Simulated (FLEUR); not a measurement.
# Collinear magnetic orders of GdB2Rh3 with FLEUR

Wanted: the moments of GdB2Rh3 and the energy of each order that was tried.

Calculated with FLEUR MaX-R8.1; LDA (VWN) with U = 6 eV on Gd f; all-electron FLAPW, Dirac cores, scalar-relativistic bands.

Report form: the programs' logs are mostly left out.

## (1) The starting structure

Symmetry: P6/mmm, No. 191, hexagonal system. The conventional cell has a = 5.403 Å, b = 5.403 Å, c = 3.112 Å, α = 90.00°, β = 90.00°, γ = 120.00°. Nearest to Gd lie 2 Gd at 3.11 Å and 12 Rh at 3.12 Å and 6 B at 3.12 Å. B has 6 Rh at 2.20 Å and 5 B at 3.11 to 3.12 Å and 3 Gd at 3.12 Å nearest. Nearest to Rh lie 4 B at 2.20 Å and 6 Rh at 2.70 to 3.11 Å and 4 Gd at 3.12 Å. Farther neighbours are not listed.

Coordinates:

```cif
data_structure
_symmetry_space_group_name_H-M 'P 1'
_symmetry_Int_Tables_number 1
_cell_length_a 5.4030
_cell_length_b 5.4030
_cell_length_c 3.1120
_cell_angle_alpha 90.000
_cell_angle_beta 90.000
_cell_angle_gamma 120.000
_cell_volume 78.68
loop_
_atom_site_label
_atom_site_type_symbol
_atom_site_fract_x
_atom_site_fract_y
_atom_site_fract_z
_atom_site_occupancy
Gd1 Gd 0.00000 0.00000 0.00000 1
B2 B 0.33333 0.66667 0.00000 1
B3 B 0.66667 0.33333 0.00000 1
Rh4 Rh 0.50000 0.00000 0.50000 1
Rh5 Rh 0.50000 0.50000 0.50000 1
Rh6 Rh 0.00000 0.50000 0.50000 1
```

## (2) Start 1: ferro +

The parallel start is the test of whether parallel moments hold. The U counters the self-interaction that shrinks the moments of a localised shell.

The file n_mmp_mat seeds the f occupations with whole cubic orbitals by Hund's first rule, so that the U acts from the first pass. inpgen writes inp.xml from crystal.txt; cutoffs, mixing, functional, smearing and local orbitals are then set in the file. The k list default-1 (kpts.xml, not shown) is a Γ-centred 6×6×10 mesh; where the ranks do not divide the number of points, some are split in two of half the weight.

File inp.xml:

```
<?xml version="1.0" encoding="UTF-8" standalone="no"?>
<fleurInput fleurInputVersion="0.39">
   <comment>
      GdB2Rh3
   </comment>
   <calculationSetup>
      <cutoffs Kmax="4.08" Gmax="12.2" GmaxXC="12.2" numbands="0"/>
      <scfLoop itmax="130" minDistance="0.0001" maxIterBroyd="15" imix="Anderson" alpha="0.05" precondParam="0.0" spinf="2.0" sdNocoIR="T"/>
      <coreElectrons ctail="T" frcor="F" kcrel="0" coretail_lmax="0"/>
      <xcFunctional name="vwn" relativisticCorrections="F"/>
      <magnetism jspins="2"/>
      <soc l_soc="F" theta="0.0" phi="0.0" spav="F"/>
      <expertModes spex="0" secvar="F"/>
      <geometryOptimization l_f="F" forcealpha="1.0" forcemix="BFGS" epsdisp="0.00001" epsforce="0.00001"/>
      <ldaU l_linMix="F" mixParam="0.05" spinf="1.0"/>
   </calculationSetup>
   <cell>
      <bzIntegration valenceElectrons="69.0" mode="hist" fermiSmearingEnergy="0.00293995">
         <kPointListSelection listName="default-1"/>
         <xi:include xmlns:xi="http://www.w3.org/2001/XInclude" href="kpts.xml"> </xi:include>
      </bzIntegration>
      <xi:include xmlns:xi="http://www.w3.org/2001/XInclude" href="sym.xml"> </xi:include>
      <bulkLattice scale="1.0">
         <bravaisMatrix>
            <row-1>   10.2101902511571065     0.0000000000188973     0.0000000000000000</row-1>
            <row-2>   -5.1050951255880017     8.8422841349717398     0.0000000000000000</row-2>
            <row-3>    0.0000000000000000     0.0000000000000000     5.8808276997551996</row-3>
         </bravaisMatrix>
      </bulkLattice>
   </cell>
   <atomSpecies>
      <species name="Gadolinium7.001" element="Gd" atomicNumber="64">
         <mtSphere radius="2.8" gridPoints="925" logIncrement="0.014"/>
         <atomicCutoffs lmax="10" lnonsphr="8"/>
         <electronConfig flipSpins="F">
            <coreConfig>(1s1/2) (2s1/2) (2p1/2) (2p3/2) (3s1/2) (3p1/2) (3p3/2) (4s1/2) (3d3/2) (3d5/2) (4p1/2) (4p3/2) (4d3/2) (4d5/2)</coreConfig>
            <valenceConfig>(5s1/2) (5p1/2) (5p3/2) (6s1/2) (4f5/2) (4f7/2) (5d3/2) (5d5/2)</valenceConfig>
            <stateOccupation state="(4f5/2)" spinUp="2.5005" spinDown="0.4995"/>
            <stateOccupation state="(4f7/2)" spinUp="4.0" spinDown="0.0"/>
            <stateOccupation state="(5d3/2)" spinUp="0.4" spinDown="0.0"/>
            <stateOccupation state="(5d5/2)" spinUp="0.6" spinDown="0.0"/>
         </electronConfig>
         <energyParameters s="6" p="6" d="5" f="4"/>
         <ldaU l="3" U="6.0" J="0.0" l_amf="F"/>
         <lo type="SCLO" l="0" n="5" eDeriv="0"/>
         <lo type="SCLO" l="1" n="5" eDeriv="0"/>
      </species>
      <species name="Boron (B)" element="B" atomicNumber="5">
         <mtSphere radius="1.47" gridPoints="487" logIncrement="0.021"/>
         <atomicCutoffs lmax="6" lnonsphr="4"/>
         <electronConfig flipSpins="F">
            <coreConfig>(1s1/2)</coreConfig>
            <valenceConfig>(2s1/2) (2p1/2) (2p3/2)</valenceConfig>
            <stateOccupation state="(2p1/2)" spinUp="0.166667" spinDown="0.166667"/>
            <stateOccupation state="(2p3/2)" spinUp="0.333333" spinDown="0.333333"/>
         </electronConfig>
         <energyParameters s="2" p="2" d="3" f="4"/>
      </species>
      <species name="Rhodium (Rh)" element="Rh" atomicNumber="45">
         <mtSphere radius="2.49" gridPoints="823" logIncrement="0.016"/>
         <atomicCutoffs lmax="10" lnonsphr="8"/>
         <electronConfig flipSpins="F">
            <coreConfig>(1s1/2) (2s1/2) (2p1/2) (2p3/2) (3s1/2) (3p1/2) (3p3/2) (4s1/2) (3d3/2) (3d5/2)</coreConfig>
            <valenceConfig>(4p1/2) (4p3/2) (5s1/2) (4d3/2) (4d5/2)</valenceConfig>
            <stateOccupation state="(5s1/2)" spinUp="0.500000" spinDown="0.500000"/>
            <stateOccupation state="(4d3/2)" spinUp="1.600000" spinDown="1.600000"/>
            <stateOccupation state="(4d5/2)" spinUp="2.400000" spinDown="2.400000"/>
         </electronConfig>
         <energyParameters s="5" p="5" d="4" f="4"/>
         <lo type="SCLO" l="1" n="4" eDeriv="0"/>
      </species>
   </atomSpecies>
   <atomGroups>
      <atomGroup species="Gadolinium7.001">
         <relPos label="                   1">.0000000000 .0000000000 .0000000000</relPos>
         <force calculate="T" relaxXYZ="TTT"/>
      </atomGroup>
      <atomGroup species="Boron (B)">
         <relPos label="                   2">1.000/3.000 -1.000/3.000 .0000000000</relPos>
         <relPos label="                   3">-1.000/3.000 1.000/3.000 .0000000000</relPos>
         <force calculate="T" relaxXYZ="TTT"/>
      </atomGroup>
      <atomGroup species="Rhodium (Rh)">
         <relPos label="                   4">1.000/2.000 .0000000000 1.000/2.000</relPos>
         <relPos label="                   5">1.000/2.000 1.000/2.000 1.000/2.000</relPos>
         <relPos label="                   6">.0000000000 1.000/2.000 1.000/2.000</relPos>
         <force calculate="T" relaxXYZ="TTT"/>
      </atomGroup>
   </atomGroups>
   <output dos="F" band="F" slice="F">
      <bandDOS minEnergy="-.5*Htr" maxEnergy="0.5*Htr" sigma="0.015" storeEVData="T"/>
      <plotting iplot="0" polar="F">
         <plot TwoD="T" vec1="  1.0  0.0  0.0" vec2="  0.0  1.0  0.0" vec3="  0.0  0.0  1.0" zero="  0.0  0.0  0.0" file="plot"/>
      </plotting>
      <moessbauerParams electricFieldGradient="F" isomerShift="F" coreHyperfine="F" valenceHyperfine="F"/>
   </output>
</fleurInput>
```

File crystal.txt:

```
GdB2Rh3
&input film=F cartesian=F /
5.40299999997  0.00000000001  0.00000000000
-2.70149999999  4.67913525662  0.00000000000
0.00000000000  0.00000000000  3.11200000000
1.8897261246
1.0 1.0 1.0

6
64 0.00000000000  0.00000000000  0.00000000000 : 7.001
5 0.33333333333  0.66666666667  0.00000000000
5 0.66666666667  0.33333333333  0.00000000000
45 0.50000000000  0.00000000000  0.50000000000
45 0.50000000000  0.50000000000  0.50000000000
45 0.00000000000  0.50000000000  0.50000000000

&kpt div1=6 div2=6 div3=10 gamma=T /
```

Started as:

```
$ OMP_NUM_THREADS=1 inpgen -f crystal.txt > inpgen.log  # inp.xml is then edited as shown
$ OMP_NUM_THREADS=1 mpirun -n 4 fleur_MPI > fleur.log
```

Elapsed: 67 s, on 4 MPI ranks of AMD EPYC 9R14 (Zen 4), shared host; peak memory 0.39 GiB.

Spin moment in the muffin-tin sphere by atom:

| atom | spin moment in the muffin-tin sphere (μB) |
| --- | --- |
| Gd1 | 7.14 |
| B2 | 0.00 |
| B3 | 0.00 |
| Rh4 | -0.03 |
| Rh5 | -0.03 |
| Rh6 | -0.03 |

Numbers from this step:

| Item | Value |
| --- | --- |
| free energy | -698369.5246 eV |
| program's band gap on this mesh (in a metal only a level spacing) | 0.001296 eV |
| magnetization | 7.139 μB |
| final state | ferromagnetic |

After 21 cycles the largest moment stands at 7.14 μB.

## (3) Start 2: antiferro q=(0,1/2,0) +-

Another pattern of signs weighs the neighbour shells otherwise.

This order needs a doubled cell of 12 atoms. The mesh is halved along the doubled vector, so that both cells sample the same points. The k list default-1 (kpts.xml, not shown) is a Γ-centred 6×3×10 mesh.

Changes to inp.xml since step 2:

```diff
@@ -17,3 +17,3 @@
    <cell>
-      <bzIntegration valenceElectrons="69.0" mode="hist" fermiSmearingEnergy="0.00293995">
+      <bzIntegration valenceElectrons="138.0" mode="hist" fermiSmearingEnergy="0.00293995">
          <kPointListSelection listName="default-1"/>
@@ -24,4 +24,4 @@
          <bravaisMatrix>
-            <row-1>   10.2101902511571065     0.0000000000188973     0.0000000000000000</row-1>
-            <row-2>   -5.1050951255880017     8.8422841349717398     0.0000000000000000</row-2>
+            <row-1>   10.2101902512137990     0.0000000000000000     0.0000000000000000</row-1>
+            <row-2>  -10.2101902512137990    17.6845682698678885     0.0000000000000000</row-2>
             <row-3>    0.0000000000000000     0.0000000000000000     5.8808276997551996</row-3>
@@ -41,2 +41,18 @@
             <stateOccupation state="(5d5/2)" spinUp="0.6" spinDown="0.0"/>
+         </electronConfig>
+         <energyParameters s="6" p="6" d="5" f="4"/>
+         <ldaU l="3" U="6.0" J="0.0" l_amf="F"/>
+         <lo type="SCLO" l="0" n="5" eDeriv="0"/>
+         <lo type="SCLO" l="1" n="5" eDeriv="0"/>
+      </species>
+      <species name="Gadolinium-7.001" element="Gd" atomicNumber="64">
+         <mtSphere radius="2.8" gridPoints="925" logIncrement="0.014"/>
+         <atomicCutoffs lmax="10" lnonsphr="8"/>
+         <electronConfig flipSpins="F">
+            <coreConfig>(1s1/2) (2s1/2) (2p1/2) (2p3/2) (3s1/2) (3p1/2) (3p3/2) (4s1/2) (3d3/2) (3d5/2) (4p1/2) (4p3/2) (4d3/2) (4d5/2)</coreConfig>
+            <valenceConfig>(5s1/2) (5p1/2) (5p3/2) (6s1/2) (4f5/2) (4f7/2) (5d3/2) (5d5/2)</valenceConfig>
+            <stateOccupation state="(4f5/2)" spinUp="0.4995" spinDown="2.5005"/>
+            <stateOccupation state="(4f7/2)" spinUp="0.0" spinDown="4.0"/>
+            <stateOccupation state="(5d3/2)" spinUp="0.0" spinDown="0.4"/>
+            <stateOccupation state="(5d5/2)" spinUp="0.0" spinDown="0.6"/>
          </electronConfig>
@@ -77,5 +93,14 @@
       </atomGroup>
+      <atomGroup species="Gadolinium-7.001">
+         <relPos label="                   2">.0000000000 1.000/2.000 .0000000000</relPos>
+         <force calculate="T" relaxXYZ="TTT"/>
+      </atomGroup>
       <atomGroup species="Boron (B)">
-         <relPos label="                   2">1.000/3.000 -1.000/3.000 .0000000000</relPos>
-         <relPos label="                   3">-1.000/3.000 1.000/3.000 .0000000000</relPos>
+         <relPos label="                   3">1.000/3.000 1.000/3.000 .0000000000</relPos>
+         <relPos label="                   6">-1.000/3.000 -1.000/3.000 .0000000000</relPos>
+         <force calculate="T" relaxXYZ="TTT"/>
+      </atomGroup>
+      <atomGroup species="Boron (B)">
+         <relPos label="                   4">1.000/3.000 -1.000/6.000 .0000000000</relPos>
+         <relPos label="                   5">-1.000/3.000 1.000/6.000 .0000000000</relPos>
          <force calculate="T" relaxXYZ="TTT"/>
@@ -83,5 +108,17 @@
       <atomGroup species="Rhodium (Rh)">
-         <relPos label="                   4">1.000/2.000 .0000000000 1.000/2.000</relPos>
-         <relPos label="                   5">1.000/2.000 1.000/2.000 1.000/2.000</relPos>
-         <relPos label="                   6">.0000000000 1.000/2.000 1.000/2.000</relPos>
+         <relPos label="                   7">1.000/2.000 .0000000000 1.000/2.000</relPos>
+         <force calculate="T" relaxXYZ="TTT"/>
+      </atomGroup>
+      <atomGroup species="Rhodium (Rh)">
+         <relPos label="                   8">1.000/2.000 1.000/2.000 1.000/2.000</relPos>
+         <force calculate="T" relaxXYZ="TTT"/>
+      </atomGroup>
+      <atomGroup species="Rhodium (Rh)">
+         <relPos label="                   9">1.000/2.000 1.000/4.000 1.000/2.000</relPos>
+         <relPos label="                  10">1.000/2.000 -1.000/4.000 1.000/2.000</relPos>
+         <force calculate="T" relaxXYZ="TTT"/>
+      </atomGroup>
+      <atomGroup species="Rhodium (Rh)">
+         <relPos label="                  11">.0000000000 1.000/4.000 1.000/2.000</relPos>
+         <relPos label="                  12">.0000000000 -1.000/4.000 1.000/2.000</relPos>
          <force calculate="T" relaxXYZ="TTT"/>
```

File crystal.txt:

```
GdB2Rh3
&input film=F cartesian=F /
5.40300000000  0.00000000000  0.00000000000
-5.40300000000  9.35827051320  0.00000000000
0.00000000000  0.00000000000  3.11200000000
1.8897261246
1.0 1.0 1.0

12
64 0.00000000000  0.00000000000  0.00000000000 : 7.001
64 0.00000000000  0.50000000000  0.00000000000 : -7.001
5 0.33333333340  0.33333333340  0.00000000000
5 0.33333333335  0.83333333335  0.00000000000
5 0.66666666665  0.16666666665  0.00000000000
5 0.66666666660  0.66666666660  0.00000000000
45 0.50000000000  0.00000000000  0.50000000000
45 0.50000000000  0.50000000000  0.50000000000
45 0.50000000000  0.25000000000  0.50000000000
45 0.50000000000  0.75000000000  0.50000000000
45 0.00000000000  0.25000000000  0.50000000000
45 0.00000000000  0.75000000000  0.50000000000

&kpt div1=6 div2=3 div3=10 gamma=T /
```

Run time: 8.8 min. Hardware: 4 MPI ranks; peak memory 1.3 GiB; 35 min of CPU time.

Spin moment in the muffin-tin sphere by atom:

| atom | spin moment in the muffin-tin sphere (μB) |
| --- | --- |
| Gd1 | 7.12 |
| Gd2 | -7.12 |
| B3 | 0.00 |
| B4 | 0.00 |
| B5 | 0.00 |
| B6 | 0.00 |
| Rh7 | -0.03 |
| Rh8 | 0.03 |
| Rh9 | 0.00 |
| Rh10 | 0.00 |
| Rh11 | 0.00 |
| Rh12 | 0.00 |

Numbers from this step:

- free energy: -1396739.0396 eV
- program's band gap on this mesh (in a metal only a level spacing): 2.00e-10 eV
- magnetization: 0 μB
- final state: antiferromagnetic

It lies 4.78 meV a seeded atom over the first start, and its largest moment is 7.12 μB against 7.14 μB.

## (4) Energies of the orders

Free energies are divided by the number of seeded atoms, so that cells of unlike size compare. Wavevectors q in the names are fractions of the primitive cell's reciprocal vectors.

Orders:

| start | final state | typed order kept | energy over the lowest (meV a seeded atom) | largest sphere moment (μB) | net moment (μB a primitive cell) | mesh matched | CPU time (s) |
| --- | --- | --- | --- | --- | --- | --- | --- |
| ferro + | ferromagnetic | yes | 0 | 7.14 | 7.139 | yes | 264.9 |
| antiferro q=(0,1/2,0) +- | antiferromagnetic | yes | 4.784 | 7.124 | 0 | yes | 2111 |

## (5) Spin–orbit coupling, moments along [001]

Spin–orbit coupling ties the spins to the lattice and lets orbital moments form.

A new self-consistent run of the start ferro +, with the moments along z. Here n_mmp_mat seeds f states of whole m by Hund's three rules. The k list default-1 (kpts.xml, not shown) is a Γ-centred 6×6×10 mesh.

Changes to inp.xml since step 2:

```diff
@@ -6,3 +6,3 @@
    <calculationSetup>
-      <cutoffs Kmax="4.08" Gmax="12.2" GmaxXC="12.2" numbands="0"/>
+      <cutoffs Kmax="4.08" Gmax="12.2" GmaxXC="12.2" numbands="189"/>
       <scfLoop itmax="130" minDistance="0.0001" maxIterBroyd="15" imix="Anderson" alpha="0.05" precondParam="0.0" spinf="2.0" sdNocoIR="T"/>
@@ -11,3 +11,3 @@
       <magnetism jspins="2"/>
-      <soc l_soc="F" theta="0.0" phi="0.0" spav="F"/>
+      <soc l_soc="T" theta="0.0" phi="0.0" spav="F"/>
       <expertModes spex="0" secvar="F"/>
```

Changes to crystal.txt since step 2:

```diff
@@ -16,2 +16,3 @@
 
+&soc 0.0000000 0.0000000 /
 &kpt div1=6 div2=6 div3=10 gamma=T /
```

It took 4.9 min on 4 MPI ranks; peak memory 0.87 GiB.

Spin moment in the muffin-tin sphere by atom:

| atom | spin moment in the muffin-tin sphere (μB) |
| --- | --- |
| Gd1 | 7.13 |
| B2 | 0.00 |
| B3 | 0.00 |
| Rh4 | -0.03 |
| Rh5 | -0.03 |
| Rh6 | -0.03 |

Read from the output:

```yaml
free_energy: -698370.2968 eV
program_s_band_gap_on_this_mesh_in_a_metal_only_a_level_spacing: 0 eV
magnetization: 7.131 μB
final_state: ferromagnetic
orbital_moment_along_the_spin: 0 μB
```

Orbital moment in the sphere, along the spin axis by atom:

| atom | orbital moment in the sphere, along the spin axis (μB) |
| --- | --- |
| Gd1 | -0.0010 |
| B2 | 0.0001 |
| B3 | 0.0001 |
| Rh4 | -0.0018 |
| Rh5 | -0.0018 |
| Rh6 | -0.0018 |

## (6) What came out

| Item | Value |
| --- | --- |
| lowest state found | ferromagnetic (typed ferro +) |
| largest site spin moment | 7.14 μB |
| next finished state | antiferromagnetic, 4.78 meV a seeded atom higher |
| orbital moment on the atom of largest spin, along its spin (spin–orbit run) | -0.00102 μB |
| spin plus orbital moment | Gd 7.13 μB |

In words: The lowest state found is ferromagnetic, reached from the start ferro +, with moments up to 7.14 μB. The next finished state costs 4.8 meV a seeded atom. The shell is near half filling, where Hund's rules give no orbital moment. This is the lowest of 2 finished starts, no proof of the ground state. The f shell is half filled, so the spin-only picture is fair.

[Logs and program files are shortened in this print: banners, set-up blocks, solver, clock and traceback lines can be left out without a mark of their own.]

[Logs are printed without paths, hosts, clocks, repeated set-up lines and the standing remarks that a program may print on its own settings, such as how far it seeks lower states.]

[Hosts, paths, dates, database ids (printed as entryN), source tags and the programs' standing remarks are cut or masked in the printed files.]

[Where a cell is said to come from a database of computed structures, the database is the Materials Project.]
